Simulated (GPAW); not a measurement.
# cyanobenzenedithiol between two Al chains: transmission at several levels

Wanted: the zero-bias transmission of cyanobenzenedithiol between two Al chains on a ladder of levels, with run times.

Method: GPAW LCAO, PAW setups; Landauer transmission from Green's functions with principal layers (ASE), zero bias, in GPAW 26.7.0.

This is a report of a sequence of runs, with most program output left out.

**1. The starting structure**

The cell holds 25 atoms: 12 Al, 2 S, 7 C, 3 H and 1 N. Cell: a = 13.016 Å, b = 9.000 Å, c = 36.143 Å, α = 90.0°, β = 90.0°, γ = 90.0°. Regions: left lead, 6 atoms (6 Al); channel, 13 atoms (2 S, 7 C, 3 H and 1 N); right lead, 6 atoms (6 Al). Vacuum lies along a and b. The structure is stacked along c, and the current runs across the ab planes.

**2. GPAW, dzp**

The script solves lead and junction separately, takes H and S in the orbital basis, and joins semi-infinite leads through their self-energies; the dzp basis is the working standard.

Input file run.py:

```python
import json
import numpy as np
from ase import Atoms
from ase.transport.calculators import TransportCalculator
from gpaw import GPAW, FermiDirac
from gpaw.lcao.tools import get_lcao_hamiltonian
from scipy.linalg import eigh

# The junction with lead layers at both ends, along the third cell vector
device = Atoms(
    ['Al', 'Al', 'Al', 'Al', 'Al', 'Al', 'S', 'C', 'H', 'H', 'C', 'C', 'C', 'C', 'H', 'C', 'C', 'N', 'S', 'Al', 'Al', 'Al', 'Al', 'Al', 'Al'],
    positions=[
        [6.50803, 4.50000, 1.20000],
        [6.50803, 4.50000, 3.60000],
        [6.50803, 4.50000, 6.00000],
        [6.50803, 4.50000, 8.40000],
        [6.50803, 4.50000, 10.80000],
        [6.50803, 4.50000, 13.20000],
        [5.36796, 5.36298, 14.87198],
        [5.40260, 5.32486, 16.64887],
        [7.55508, 5.34775, 16.79005],
        [3.25000, 5.32957, 16.84470],
        [6.61563, 5.32534, 17.34110],
        [4.20599, 5.31801, 17.36518],
        [6.63709, 5.30678, 18.74645],
        [4.22010, 5.29865, 18.76309],
        [3.27040, 5.29575, 19.29620],
        [7.91279, 5.30789, 19.40151],
        [5.43176, 5.28588, 19.46756],
        [8.94838, 5.29049, 19.92492],
        [5.33367, 5.27947, 21.25392],
        [6.50803, 4.50000, 22.94309],
        [6.50803, 4.50000, 25.34309],
        [6.50803, 4.50000, 27.74309],
        [6.50803, 4.50000, 30.14309],
        [6.50803, 4.50000, 32.54309],
        [6.50803, 4.50000, 34.94309]],
    cell=[[13.01606, 0.0, 0.0], [0.0, 9.0, 0.0], [0.0, 0.0, 36.14309]],
    pbc=True)

# One principal layer of the lead: the first 4 atoms of the device
lead = Atoms(
    ['Al', 'Al', 'Al', 'Al'],
    positions=[
        [6.50803, 4.50000, 1.20000],
        [6.50803, 4.50000, 3.60000],
        [6.50803, 4.50000, 6.00000],
        [6.50803, 4.50000, 8.40000]],
    cell=[[13.01606, 0.0, 0.0], [0.0, 9.0, 0.0], [0.0, 0.0, 9.6]],
    pbc=True)

settings = dict(mode='lcao', basis='dzp', xc='PBE', h=0.18,
                occupations=FermiDirac(0.1), maxiter=250,
                mixer=dict(beta=0.1, nmaxold=8, weight=100.0),
                convergence=dict(density=0.0001))
energies = np.arange(-3, 3 + 1e-9, 0.075)
eta = 0.0001
n1, n2 = 1, 1
# k and -k transmit alike, so half of the mesh across the current serves
mesh = [(i, j) for i in range(n1) for j in range(n2) if (i, j) <= (-i % n1, -j % n2)]
weights = np.array([1 if (i, j) == (-i % n1, -j % n2) else 2 for i, j in mesh]) / (n1 * n2)

# [... helper functions left out ...]
fermi_lead = ground_state(lead, (1, 1, 12), 'lead.txt')
fermi_device = ground_state(device, (1, 1, 2), 'device.txt')
# [... loop over the mesh left out, but for ...]
        # Shift the lead onto the potential of the device's first layer
        shift = ((H[:, 0, 0] - H0[:, 0, 0]) / S0[0, 0]).real.mean()
# [...]
kT = 8.617333e-5 * 500
bias = [0.1, 0.2, 0.5, 1.0, 1.5, 2.0]
# [... integrals and printing left out ...]
```

Started as:

```bash
$ OMP_NUM_THREADS=1 OPENBLAS_NUM_THREADS=1 python run.py
```

Wall time 2.9 min (1 thread of Arm Neoverse V1, shared host); peak memory 2.2 GiB.

This step gave:

| Item | Value |
| --- | --- |
| conductance | 0.1049 G₀ |
| thermopower | -24.24 μV/K |
| largest coupling past the next principal layer | 1.40e-15 eV |
| largest misfit of the first principal layer | 0.03671 eV |
| shift that aligns the lead | -0.004241 eV |
| basis functions of the junction | 301 |
| basis functions of a principal layer | 52 |
| transmission at the Fermi level (one spin) | 0.1078 |
| open channels of the lead at the Fermi level (one spin) | 2 |

One spin. Transmission, zone mean against energy, zero at the Fermi level:

| energy (eV) | transmission, zone mean |
| --- | --- |
| -3.00 | 0.0515 |
| -2.85 | 0.214 |
| -2.70 | 0.0128 |
| -2.55 | 0.00885 |
| -2.33 | 0.0153 |
| -2.17 | 0.0356 |
| -2.02 | 0.336 |
| -1.95 | 0.485 |
| -1.88 | 0.0633 |
| -1.73 | 0.00777 |
| -1.57 | 0.00190 |
| -1.35 | 1.4e-4 |
| -1.20 | 3.2e-12 |
| -1.05 | 0 |
| -0.90 | 0 |
| -0.75 | 0 |
| -0.60 | 0 |
| -0.38 | 0.0124 |
| -0.23 | 0.0463 |
| -0.07 | 0.0902 |
| 0.00 | 0.108 |
| 0.07 | 0.120 |
| 0.23 | 0.143 |
| 0.38 | 0.186 |
| 0.53 | 0.230 |
| 0.60 | 0.215 |
| 0.75 | 0.135 |
| 0.90 | 0.0847 |
| 1.05 | 0.127 |
| 1.20 | 0.220 |
| 1.35 | 0.440 |
| 1.57 | 0.152 |
| 1.73 | 0.324 |
| 1.88 | 0.639 |
| 2.02 | 1.00 |
| 2.17 | 0.799 |
| 2.33 | 0.443 |
| 2.55 | 0.225 |
| 2.70 | 0.181 |
| 2.85 | 0.168 |
| 3.00 | 0.172 |

Crossings of the lead's bands, unfolded to its shortest repeat. The open channels, zone mean by energy, zero at the Fermi level:

| energy (eV) | open channels, zone mean |
| --- | --- |
| -3.00 | 1 |
| -2.77 | 1 |
| -2.55 | 1 |
| -2.40 | 1 |
| -2.17 | 1 |
| -1.95 | 1 |
| -1.73 | 1 |
| -1.57 | 1 |
| -1.35 | 1 |
| -1.12 | 0 |
| -0.90 | 0 |
| -0.75 | 0 |
| -0.53 | 0 |
| -0.30 | 2 |
| -0.07 | 2 |
| 0.00 | 2 |
| 0.07 | 2 |
| 0.30 | 2 |
| 0.53 | 2 |
| 0.75 | 2 |
| 0.90 | 2 |
| 1.12 | 3 |
| 1.35 | 3 |
| 1.57 | 3 |
| 1.73 | 3 |
| 1.95 | 3 |
| 2.17 | 3 |
| 2.40 | 3 |
| 2.55 | 3 |
| 2.77 | 3 |
| 3.00 | 3 |

Not self-consistent under bias; the bias window is split evenly. Table of current through one cell, from the zero-bias transmission by bias:

```
bias (V)  current through one cell, from the zero-bias transmission (μA)
   0.100                                                           0.810
   0.200                                                            1.61
   0.500                                                            3.90
   1.000                                                            7.79
   1.500                                                            11.4
   2.000                                                            13.6
```

The transmission of the three most open eigenchannels by energy, zero at the Fermi level:

```csv
energy (eV),channel 1,channel 2,channel 3
-3.0000,0.0515,0,0
-2.7750,0.0522,0,0
-2.4750,0.00985,0,0
-2.2500,0.0217,0,0
-2.0250,0.336,0,0
-1.7250,0.00777,0,0
-1.5000,9.7e-4,0,0
-1.2750,5.1e-11,0,0
-0.9750,0,0,0
-0.7500,0,0,0
-0.5250,0,0,0
-0.2250,0.0463,1.3e-6,0
0.0000,0.108,2.3e-5,0
0.2250,0.142,4.4e-4,0
0.5250,0.224,0.00581,0
0.7500,0.129,0.00625,6.6e-12
0.9750,0.101,0.00143,5.2e-4
1.2750,0.353,0.00213,8.2e-4
1.5000,0.0775,0.0125,7.6e-4
1.7250,0.308,0.0153,7.2e-4
2.0250,0.974,0.0269,6.4e-4
2.2500,0.557,0.0409,5.9e-4
2.4750,0.209,0.0599,5.4e-4
2.7750,0.0962,0.0751,4.8e-4
3.0000,0.127,0.0445,4.3e-4
```

Couplings past the next layer reach 1.4e-15 eV, small enough to drop; the matrix elements of the cell's first layer differ from the bulk lead's by up to 0.037 eV. That layer keeps its own values in the calculation, and only beyond it is the lead taken as perfect. The Fermi levels of lead and junction count from different zeros of potential, one for each periodic cell; with both set to zero, the small remaining shift is what aligns them. By hand: G = 0.1049 × 77.48 μS = 8.13 μS, a resistance of 123 kΩ; at 0.1 V a linear junction would pass 0.813 μA, and the integral over the bias window gives 0.810 μA. Mott's formula, S = -(π²/3)(k_B²T/e) d ln T/dE, has the prefactor 12.2 μV/K·eV at 500 K; T = 0.09023 at -0.075 eV and 0.1199 at 0.075 eV give a slope of 1.90 per eV and S = -23.2 μV/K, beside -24.2 μV/K from the thermal integral, which interpolates the same grid.

**3. Single-zeta polarised basis**

One radial function a shell plus polarisation makes the matrices smaller; the question is what that costs.

run.py, as its differences from that of step 2:

```diff
@@ -51,3 +51,3 @@
 
-settings = dict(mode='lcao', basis='dzp', xc='PBE', h=0.18,
+settings = dict(mode='lcao', basis='szp(dzp)', xc='PBE', h=0.18,
                 occupations=FermiDirac(0.1), maxiter=250,
```

Run time: 2.3 min. Hardware: 1 thread; peak memory 2.1 GiB.

This step gave:

| Item | Value |
| --- | --- |
| conductance | 0.1787 G₀ |
| largest coupling past the next principal layer | 1.26e-15 eV |
| largest misfit of the first principal layer | 0.03672 eV |
| shift that aligns the lead | -0.006319 eV |
| basis functions of the junction | 210 |
| basis functions of a principal layer | 36 |
| transmission at the Fermi level (one spin) | 0.1785 |

One spin. Transmission, zone mean against energy, zero at the Fermi level:

| energy (eV) | transmission, zone mean |
| --- | --- |
| -3.00 | 0.0849 |
| -2.77 | 0.184 |
| -2.55 | 0.0100 |
| -2.40 | 0.0151 |
| -2.17 | 0.158 |
| -2.10 | 0.902 |
| -1.95 | 0.0234 |
| -1.73 | 0.00235 |
| -1.57 | 6.8e-4 |
| -1.35 | 1.8e-11 |
| -1.12 | 0 |
| -0.90 | 0 |
| -0.75 | 0 |
| -0.53 | 0 |
| -0.30 | 0.0355 |
| -0.07 | 0.138 |
| 0.00 | 0.179 |
| 0.07 | 0.218 |
| 0.30 | 0.440 |
| 0.38 | 0.538 |
| 0.53 | 0.319 |
| 0.75 | 0.437 |
| 0.90 | 0.0612 |
| 1.12 | 0.238 |
| 1.35 | 0.636 |
| 1.50 | 0.988 |
| 1.57 | 0.977 |
| 1.73 | 0.629 |
| 1.95 | 0.283 |
| 2.17 | 0.168 |
| 2.40 | 0.133 |
| 2.55 | 0.130 |
| 2.77 | 0.161 |
| 3.00 | 0.591 |

Crossings of the lead's bands, unfolded to its shortest repeat. The open channels, zone mean by energy, zero at the Fermi level:

| energy (eV) | open channels, zone mean |
| --- | --- |
| -3.00 | 1 |
| -2.85 | 1 |
| -2.70 | 1 |
| -2.55 | 1 |
| -2.33 | 1 |
| -2.17 | 1 |
| -2.02 | 1 |
| -1.88 | 1 |
| -1.73 | 1 |
| -1.57 | 1 |
| -1.35 | 0 |
| -1.20 | 0 |
| -1.05 | 0 |
| -0.90 | 0 |
| -0.75 | 0 |
| -0.60 | 0 |
| -0.38 | 0 |
| -0.23 | 2 |
| -0.07 | 2 |
| 0.00 | 2 |
| 0.07 | 2 |
| 0.23 | 2 |
| 0.38 | 2 |
| 0.60 | 2 |
| 0.75 | 2 |
| 0.90 | 3 |
| 1.05 | 3 |
| 1.20 | 3 |
| 1.35 | 3 |
| 1.57 | 3 |
| 1.73 | 3 |
| 1.88 | 3 |
| 2.02 | 3 |
| 2.17 | 3 |
| 2.33 | 3 |
| 2.55 | 3 |
| 2.70 | 3 |
| 2.85 | 3 |
| 3.00 | 3 |

Not self-consistent under bias; the bias window is split evenly. The current through one cell, from the zero-bias transmission by bias:

```csv
bias (V),"current through one cell, from the zero-bias transmission (μA)"
0.100,1.39
0.200,2.78
0.500,7.30
1.000,16.0
1.500,21.1
2.000,23.4
```

Transmission of the three most open eigenchannels against energy, zero at the Fermi level:

```
energy (eV)  channel 1  channel 2  channel 3
      -3.00     0.0849          0          0
      -2.85      0.170          0          0
      -2.70     0.0210          0          0
      -2.55     0.0100          0          0
      -2.33     0.0235          0          0
      -2.17      0.158          0          0
      -2.02     0.0925          0          0
      -1.88    0.00926          0          0
      -1.73    0.00235          0          0
      -1.57     6.8e-4          0          0
      -1.35    1.8e-11          0          0
      -1.20          0          0          0
      -1.05          0          0          0
      -0.90          0          0          0
      -0.75          0          0          0
      -0.60          0          0          0
      -0.38     1.1e-7    1.2e-11    3.2e-12
      -0.23     0.0638     1.5e-7    6.3e-11
      -0.07      0.138     1.2e-5    4.2e-12
       0.00      0.178     6.4e-5    1.7e-12
       0.07      0.218     2.1e-4    1.1e-12
       0.23      0.334    0.00125          0
       0.38      0.533    0.00514    1.6e-12
       0.60      0.202    0.00351    2.7e-11
       0.75      0.437     6.0e-5     3.9e-6
       0.90     0.0564    0.00409     6.5e-4
       1.05      0.164    0.00470     6.5e-4
       1.20      0.325    0.00622     6.3e-4
       1.35      0.627    0.00839     5.9e-4
       1.57      0.963     0.0131     5.4e-4
       1.73      0.611     0.0175     5.1e-4
       1.88      0.337     0.0230     4.8e-4
       2.02      0.200     0.0297     4.5e-4
       2.17      0.130     0.0377     4.3e-4
       2.33     0.0924     0.0468     4.0e-4
       2.55     0.0769     0.0523     3.5e-4
       2.70     0.0991     0.0436     3.1e-4
       2.85      0.160     0.0363     2.5e-4
       3.00      0.561     0.0303     1.2e-4
```

The conductance, 0.179 G₀, lies 70 % above that of the dzp run.

**4. Minimal basis**

The minimal basis is the cheapest rung: no second zeta and no polarisation.

run.py, as its differences from that of step 3:

```diff
@@ -51,3 +51,3 @@
 
-settings = dict(mode='lcao', basis='szp(dzp)', xc='PBE', h=0.18,
+settings = dict(mode='lcao', basis='sz(dzp)', xc='PBE', h=0.18,
                 occupations=FermiDirac(0.1), maxiter=250,
```

Elapsed: 99 s, on 1 thread; peak memory 2 GiB.

Numbers from this step:

```yaml
conductance: 0.2582 G₀
thermopower: -41.52 μV/K
largest_coupling_past_the_next_principal_layer: 1.14e-15 eV
largest_misfit_of_the_first_principal_layer: 0.03743 eV
shift_that_aligns_the_lead: 0.006976 eV
basis_functions_of_the_junction: 91
basis_functions_of_a_principal_layer: 16
transmission_at_the_fermi_level_one_spin: 0.2551
```

The conductance, 0.258 G₀, lies 146 % above that of the dzp run.

**5. RPBE in the dzp basis: xc = "RPBE"**

Back in the dzp basis, the functional changes from PBE to RPBE, to set the spread between functionals beside that between bases.

run.py, as its differences from that of step 4:

```diff
@@ -51,3 +51,3 @@
 
-settings = dict(mode='lcao', basis='sz(dzp)', xc='PBE', h=0.18,
+settings = dict(mode='lcao', basis='dzp', xc='RPBE', h=0.18,
                 occupations=FermiDirac(0.1), maxiter=250,
```

It took 3 min on 1 thread; peak memory 2.2 GiB.

Numbers from this step:

* conductance: 0.09793 G₀
* thermopower: -21.12 μV/K
* largest coupling past the next principal layer: 1.20e-15 eV
* largest misfit of the first principal layer: 0.03692 eV
* shift that aligns the lead: -0.003878 eV
* basis functions of the junction: 301
* basis functions of a principal layer: 52
* transmission at the Fermi level (one spin): 0.1010

The conductance, 0.0979 G₀, lies 6.6 % below that of the dzp run.

**6. Cost and result by level**

Times are for 1 thread of Arm Neoverse V1, shared host. The series side by side:

```
no.       run  conductance (G₀)     time  memory (GiB)
  1       dzp            0.1049  2.9 min           2.2
  2       szp            0.1787  2.3 min           2.1
  3        sz            0.2582     99 s           2.0
  4  dzp RPBE           0.09793    3 min           2.2
```

**7. The levels side by side**

The curves are compared point by point over the common energies.

This step: comparison of transmission and cost over codes and levels (GPAW 26.7.0).

Ladder, by row:

```
    step  code  T at the Fermi level (sum over the listed spins)  conductance (G0)  r.m.s. T(E) from the first  wall time (s)  peak memory (GiB)  threads
     dzp  GPAW                                            0.1078            0.1049                           0          175.4               2.18        1
     szp  GPAW                                            0.1785            0.1787                       0.286          139.5               2.14        1
      sz  GPAW                                            0.2551            0.2582                      0.2556          98.53               1.97        1
dzp-RPBE  GPAW                                             0.101           0.09793                     0.02786          181.1               2.18        1
```

Table of transmission, zone mean, sum over the listed spins by energy, zero at the Fermi level:

| energy (eV) | dzp | szp | sz | dzp-RPBE |
| --- | --- | --- | --- | --- |
| -3.0000 | 0.0515 | 0.0849 | 0.221 | 0.0527 |
| -2.8500 | 0.214 | 0.170 | 0.261 | 0.267 |
| -2.7750 | 0.0522 | 0.184 | 0.215 | 0.0452 |
| -2.4750 | 0.00985 | 0.0114 | 0.00797 | 0.00948 |
| -2.2500 | 0.0217 | 0.0466 | 0.0373 | 0.0209 |
| -2.1000 | 0.0777 | 0.902 | 0.170 | 0.0756 |
| -2.0250 | 0.336 | 0.0925 | 0.0182 | 0.335 |
| -1.9500 | 0.485 | 0.0234 | 0.00489 | 0.460 |
| -1.7250 | 0.00777 | 0.00235 | 6.2e-9 | 0.00733 |
| -1.5000 | 9.7e-4 | 3.2e-4 | 3.9e-13 | 9.0e-4 |
| -1.2750 | 5.1e-11 | 2.1e-12 | 4.4e-14 | 3.8e-11 |
| -0.9750 | 1.7e-13 | 8.4e-14 | 1.5e-14 | 1.4e-13 |
| -0.7500 | 6.8e-14 | 4.5e-14 | 2.0e-14 | 5.8e-14 |
| -0.5250 | 3.8e-13 | 1.6e-13 | 6.5e-13 | 3.3e-13 |
| -0.2250 | 0.0463 | 0.0638 | 0.0823 | 0.0458 |
| 0.0000 | 0.108 | 0.179 | 0.255 | 0.101 |
| 0.2250 | 0.143 | 0.335 | 0.503 | 0.125 |
| 0.5250 | 0.230 | 0.319 | 0.108 | 0.204 |
| 0.7500 | 0.135 | 0.437 | 0.0366 | 0.163 |
| 0.9750 | 0.103 | 0.113 | 0.104 | 0.0888 |
| 1.2750 | 0.356 | 0.461 | 0.302 | 0.284 |
| 1.3500 | 0.440 | 0.636 | 0.401 | 0.513 |
| 1.5000 | 0.0907 | 0.988 | 0.714 | 0.0675 |
| 1.6500 | 0.227 | 0.820 | 0.998 | 0.191 |
| 1.7250 | 0.324 | 0.629 | 0.943 | 0.277 |
| 2.0250 | 1.00 | 0.230 | 0.332 | 0.959 |
| 2.1000 | 0.976 | 0.194 | 0.255 | 1.01 |
| 2.2500 | 0.599 | 0.151 | 0.165 | 0.664 |
| 2.4750 | 0.269 | 0.129 | 0.119 | 0.288 |
| 2.7000 | 0.181 | 0.143 | 0.653 | 0.188 |
| 2.7750 | 0.172 | 0.161 | 0.120 | 0.177 |
| 3.0000 | 0.172 | 0.591 | 0.0359 | 0.175 |

(Continued in part 2 of 2.)

[Logs are printed without paths, hosts, clocks, repeated set-up lines and the standing remarks that a program may print on its own settings, such as how far it seeks lower states.]

[Hosts, paths, dates, database ids (printed as entryN), source tags and the programs' standing remarks are cut or masked in the printed files.]
